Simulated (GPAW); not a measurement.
# Calculated records

BiOCl (P4/nmm): G0W0 with GPAW, start to end. Symmetry: P4/nmm, No. 129, tetragonal system. Conventional cell: a = 3.886 Å, b = 3.886 Å, c = 7.349 Å, α = 90.00°, β = 90.00°, γ = 90.00°. Bi has 4 O at 2.31 Å and 4 Cl at 3.06 Å nearest. Cl has 4 Bi at 3.06 Å nearest. Nearest to O lie 4 Bi at 2.31 Å. Farther neighbours and most contacts between anions are not listed. The calculation used DFT, LDA, plane waves, PAW (and 1 further level or step) in GPAW 26.7.0, with cutoff 600 eV, GPAW PAW setups 1.2.1 data release, 4×4×2 k-mesh, nbands 1005 in one of its runs. The LDA gap is 2.46 eV, indirect and the G0W0 gap on the mesh is 3.66 eV. The G0W0 gap over the zone (rigid shift) is 3.58 eV and the GW settings are 4×4×2 mesh, 462 bands, screening to 150 eV, Godby-Needs plasmon pole. The known limits are not at the basis limit; no spin-orbit coupling; coarse k mesh. It took 4 runs, 14 min in all on 4 MPI ranks of Arm Neoverse V2, shared host (the runs of this entry). G0W0 moves the gap on the mesh from 2.54 eV to 3.66 eV (+1.12 eV), with Z of 0.78 and 0.83 at the edges. The mesh misses the band edges by 0.08 eV in all; a rigid shift gives 3.58 eV for the zone. The cell and positions come from the Crystallography Open Database and are kept as given unless a step says otherwise. Limits: no spin-orbit coupling. Only 3 of the mesh's irreducible points were corrected, so a valley elsewhere could overtake. The calculation has static nuclei and no excitons; a measured gap holds zero-point and thermal motion, which mostly lowers it. With atoms this heavy the missing spin-orbit coupling can matter too. Bands and cutoff are finite, so the gap is not at the basis limit. The miss can reach some tenths of an eV and take either sign; the mesh is an error of its own. The 4×4×2 mesh is coarse for this cell, which bears on the long-range parts of exchange and screening.

[Runs of the session that timed out or met a known fault of the program may be left out.]

[Hosts, paths, dates, database ids (printed as entryN), source tags and the programs' standing remarks are cut or masked in the printed files.]
